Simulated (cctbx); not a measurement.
# Tm2ZrPt2 with cctbx, script by script

Library: cctbx 2025.11.

## 1. Energy scan

run.py:

```python
from cctbx import adptbx, crystal, miller, xray
from cctbx.array_family import flex
from cctbx.eltbx import sasaki

cs = crystal.symmetry(unit_cell=(7.273, 7.273, 7.259, 90, 90, 90), space_group_symbol='Hall: -P 4n 2n')  # P4_2/mnm
atoms = [  # label, site, U (iso, or U11 U22 U33 U12 U13 U23 in A^2), occupancy
    ("Pt1", (0.3662, 0.6338, 0.7621), (0.0167, 0.0167, 0.0172, 0.0009, -0.0014, 0.0014), 1),
    ("Tm1", (0.1564, 0.8436, 0), (0.0198, 0.0198, 0.0185, 0.0005, 0.0000, 0.0000), 1),
    ("Tm2", (0.1775, 0.8225, 0.5), (0.0164, 0.0164, 0.0271, -0.0014, 0.0000, 0.0000), 1),
    ("Zr1", (0, 0.5, 0.25), (0.0106, 0.0106, 0.0089, 0.0000, -0.0000, 0.0000), 1),
]
xs = xray.structure(crystal_symmetry=cs)
for label, site, u, occ in atoms:
    u = adptbx.u_cif_as_u_star(cs.unit_cell(), u) if isinstance(u, tuple) else u
    xs.add_scatterer(xray.scatterer(label, site=site, u=u, occupancy=occ))
hkl = [(1, 2, 0), (2, 2, 1), (1, 2, 1), (1, 2, 2)]
ms = miller.set(cs, flex.miller_index(hkl + [tuple(-v for v in h) for h in hkl]), anomalous_flag=True)
print("E (eV)    f'(Pt)   f''   " + "".join("%16s" % ("|F|" + " ".join(map(str, h))) for h in hkl))
for e in [10964, 11314, 11444, 11504, 11534, 11549, 11556, 11560, 11568, 11572, 11579, 11594, 11624, 11714, 11964]:
    xs.set_inelastic_form_factors(12398.42 / e, "sasaki")
    t = sasaki.table("Pt").at_ev(e)
    f = flex.abs(ms.structure_factors_from_scatterers(xs, algorithm="direct").f_calc().data())
    n = len(hkl)
    print("%7.0f %7.2f %6.2f  " % (e, t.fp(), t.fdp()) + "".join("%9.1f/%6.1f" % (f[k], f[k + n]) for k in range(n)))
```

```console
$ python run.py
```

```text
E (eV)    f'(Pt)   f''           |F|1 2 0        |F|2 2 1        |F|1 2 1        |F|1 2 2
  10964   -8.95   4.22       46.8/  46.8     77.4/  77.4     15.3/  15.3    615.7/ 615.7
  11314  -10.72   4.01       39.3/  39.3     76.9/  76.9     15.3/  15.3    609.1/ 609.1
  11444  -12.12   3.94       37.1/  37.1     76.2/  76.2     15.3/  15.3    602.4/ 602.4
  11504  -13.48   3.90       37.3/  37.3     75.5/  75.5     15.2/  15.2    595.4/ 595.4
  11534  -14.84   3.89       39.4/  39.4     74.8/  74.8     15.1/  15.1    588.1/ 588.1
  11549  -16.19   3.88       42.9/  42.9     74.0/  74.0     15.1/  15.1    580.8/ 580.8
  11556  -17.40   3.87       46.9/  46.9     73.4/  73.4     15.0/  15.0    574.2/ 574.2
  11560  -18.70   3.87       51.9/  51.9     72.7/  72.7     14.9/  14.9    567.1/ 567.1
  11568  -19.14  10.19       39.6/  39.6     73.0/  73.0     15.0/  15.0    570.6/ 570.6
  11572  -17.62  10.19       30.9/  30.9     73.9/  73.9     15.1/  15.1    578.9/ 578.9
  11579  -16.29  10.18       23.3/  23.3     74.6/  74.6     15.1/  15.1    586.1/ 586.1
  11594  -14.85  10.15       15.2/  15.2     75.4/  75.4     15.2/  15.2    594.0/ 594.0
  11624  -13.43  10.11        7.2/   7.2     76.2/  76.2     15.3/  15.3    601.9/ 601.9
  11714  -11.55   9.98        2.9/   2.9     77.3/  77.3     15.4/  15.4    612.5/ 612.5
  11964   -9.64   9.62       12.2/  12.2     78.6/  78.6     15.6/  15.6    623.8/ 623.8
```

It took 0.46 s on 1 thread of Arm Neoverse N1 (shared host), peak memory 0.07 GiB.

[Logs are printed without paths, hosts, clocks, repeated set-up lines and the standing remarks that a program may print on its own settings, such as how far it seeks lower states.]
